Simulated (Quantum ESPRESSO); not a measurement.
# AlN (F-43m): the LO frequency by hand

How high does the longitudinal optical mode of AlN (F-43m) lie, given the transverse one, the Born charge and ε∞?

Program: Quantum ESPRESSO 7.5. Level of theory: DFT LDA, scalar-relativistic, plane waves, JTH PAW pseudopotentials. Results are calculated unless marked as measured.

## 1. The relaxed structure

Symmetry: F-43m, No. 216, cubic system. The conventional cell has a = 4.338 Å, b = 4.338 Å, c = 4.338 Å, α = 90.00°, β = 90.00°, γ = 90.00°. Al has 4 N at 1.88 Å nearest. N has 4 Al at 1.88 Å nearest. Farther neighbours and most contacts between anions are not listed.

As a file:

```
CELL_PARAMETERS angstrom
-2.16883 0.00000 2.16883
0.00000 2.16883 2.16883
-2.16883 2.16883 0.00000
ATOMIC_POSITIONS crystal
Al 0.00000 0.00000 0.00000
N 0.75000 0.75000 0.75000
```

This is the cell after its relaxation at this level of theory, not the database cell from which that began.

## 2. What the response run gave

A linear-response run on the relaxed cell, with the response to an electric field; only its zone-centre results are used. Cutoff 60 Ry, k mesh 8×8×8.

What it wrote:

```text
[banners, grids, parts of the stress and lines that vanish by symmetry left out]
Program PHONON v.7.5
     Reading xml data from directory:

[...]
Exchange-correlation= PW
                           (   1   4   0   0   0   0   0)
[...]
kinetic-energy cut-off    =      60.0000  Ry
     charge density cut-off    =     480.0000  Ry
     convergence threshold     =      1.0E-18
[...]
Exchange-correlation= PW
                           (   1   4   0   0   0   0   0)
[...]
q = (   0.0000000   0.0000000   0.0000000 )
     25 Sym.Ops. (with q -> -q+G )
     G cutoff =  408.4690  (  24357 G-vectors)     FFT grid: ( 45, 45, 45)
     G cutoff =  204.2345  (   8657 G-vectors)  smooth grid: ( 30, 30, 30)
     number of k points=    29
[...]
Mode symmetry, T_d (-43m)  point group:
[...]
Dielectric constant
[...]
End of electric fields calculation
          Dielectric constant in cartesian axis
          (       4.552409141       0.000000000       0.000000000 )
          (       0.000000000       4.552409141      -0.000000000 )
          (       0.000000000      -0.000000000       4.552409141 )
          Effective charges (d Force / dE) in cartesian axis without acoustic sum rule applied (asr)
           atom    1  Al    Mean Z*:        2.53295
      Ex  (        2.53295       -0.00000        0.00000 )
      Ey  (       -0.00000        2.53295       -0.00000 )
      Ez  (        0.00000       -0.00000        2.53295 )
           atom    2  N     Mean Z*:       -2.53644
      Ex  (       -2.53644        0.00000       -0.00000 )
      Ey  (        0.00000       -2.53644        0.00000 )
      Ez  (       -0.00000        0.00000       -2.53644 )
          Effective charges Sum: Mean:       -0.00349
[...]
Effective charges (d Force / dE) in cartesian axis with asr applied:
           atom    1  Al    Mean Z*:        2.53469
[...]
atom    2  N     Mean Z*:       -2.53469
[...]
Representation #   1 modes #   1   2   3
[...]
End of self-consistent calculation
     Convergence has been achieved
     Representation #   2 modes #   4   5   6
[...]
End of self-consistent calculation
     Convergence has been achieved
[...]
Dielectric constant in cartesian axis
          (       4.552409141       0.000000000       0.000000000 )
          (       0.000000000       4.552409141      -0.000000000 )
          (       0.000000000      -0.000000000       4.552409141 )
          Effective charges (d Force / dE) in cartesian axis without acoustic sum rule applied (asr)
           atom    1  Al    Mean Z*:        2.53295
      Ex  (        2.53295       -0.00000        0.00000 )
      Ey  (       -0.00000        2.53295       -0.00000 )
      Ez  (        0.00000       -0.00000        2.53295 )
           atom    2  N     Mean Z*:       -2.53644
      Ex  (       -2.53644        0.00000       -0.00000 )
      Ey  (        0.00000       -2.53644        0.00000 )
      Ez  (       -0.00000        0.00000       -2.53644 )
          Effective charges Sum: Mean:       -0.00349
[...]
Effective charges (d Force / dE) in cartesian axis with asr applied:
           atom    1  Al    Mean Z*:        2.53469
[...]
atom    2  N     Mean Z*:       -2.53469
[...]
q = (    0.000000000   0.000000000   0.000000000 )
[...]
freq (    1) =      -0.014745 [THz] =      -0.491854 [cm-1]
     freq (    2) =      -0.014745 [THz] =      -0.491854 [cm-1]
     freq (    3) =      -0.014745 [THz] =      -0.491854 [cm-1]
     freq (    4) =      20.037437 [THz] =     668.376938 [cm-1]
     freq (    5) =      20.037437 [THz] =     668.376938 [cm-1]
     freq (    6) =      20.037437 [THz] =     668.376938 [cm-1]
[...]
Mode symmetry, T_d (-43m)  point group:
     freq (   1-   3) =         -0.5  [cm-1]   --> T_2  G_15 P_4   I+R
     freq (   4-   6) =        668.4  [cm-1]   --> T_2  G_15 P_4   I+R

   JOB DONE.
```

```
                       quantity   value
             cell volume Ω (Å³)  20.404
                 mass of Al (u)  26.982
                  mass of N (u)  14.007
     Born charge of Al, raw (e)   2.533
      Born charge of N, raw (e)  -2.536
                             ε∞   4.552
ω(TO) after the sum rule (cm⁻¹)   668.4
```

## 3. The calculation

The charges must sum to zero over the cell; taking off their mean, -0.002 e, leaves Z* = 2.535 e on Al. In the polar mode Al moves against N, so the reduced mass is μ = 26.98 × 14.01 / 40.99 = 9.220 u.

A longitudinal wave builds up a field that adds to the restoring force: ω(LO)² = ω(TO)² + 4π Z*² / (μ Ω ε∞), in Hartree atomic units. With μ = 16808 electron masses and Ω = 137.69 bohr³ the second term is 7.6632e-06 Ha², or 369131 cm⁻² (1 Ha = 219474.6 cm⁻¹).

So ω(LO) = √(446732 + 369131) = 903.3 cm⁻¹, and by the Lyddane-Sachs-Teller relation ε₀ = ε∞ (ω(LO)/ω(TO))² = 8.31.

## 4. Check against the program

The analysis program adds the same non-analytic term to the full matrix, here for q along (1 0 0).

What it wrote:

```text
[banner, memory and clock lines left out]
Program DYNMAT v.7.5

     Reading Dynamical Matrix from file g.dyn
     ...Force constants read
     ...epsilon and Z* read

     Polarizability (A^3 units)
     multiply by 0.457847 for Clausius-Mossotti correction
         5.767903    0.000000    0.000000
         0.000000    5.767903   -0.000000
         0.000000   -0.000000    5.767903

     IR activities are in (D/A)^2/amu units

# mode   [cm-1]    [THz]      IR
    1      0.00    0.0000    0.0000
    2      0.00    0.0000    0.0000
    3      0.00    0.0000    0.0000
    4    668.38   20.0374   16.0757
    5    668.38   20.0374   16.0757
    6    903.25   27.0787   16.0757
```

ε₀ comes from the program's run without a direction of q.

```csv
quantity,by hand,program
ω(LO) (cm⁻¹),903.3,903.2
ε₀,8.31,8.31
```

## 5. What came out

- TO mode: 668.4 cm⁻¹
- LO mode: 903.2 cm⁻¹
- static dielectric constant: 8.314

The LO mode of AlN (F-43m) lies at 903 cm⁻¹, 235 cm⁻¹ above the TO mode; the formula meets the program within 0.1 cm⁻¹, as it must for a cubic crystal with one polar mode. ω(LO)² − ω(TO)² goes with Z*²/ε∞: an error of 5 % in ε∞ would move the LO mode by 9.8 cm⁻¹, and semilocal functionals tend to overestimate ε∞. These are harmonic values at zero temperature, at the volume of this functional, for the structure held cubic; stability elsewhere in the zone is no part of this calculation.

[Host names and launcher messages were left out of these logs when they were recorded.]

[Logs are printed without paths, hosts, clocks, repeated set-up lines and the standing remarks that a program may print on its own settings, such as how far it seeks lower states.]

[Hosts, paths, dates, database ids (printed as entryN), source tags and the programs' standing remarks are cut or masked in the printed files.]
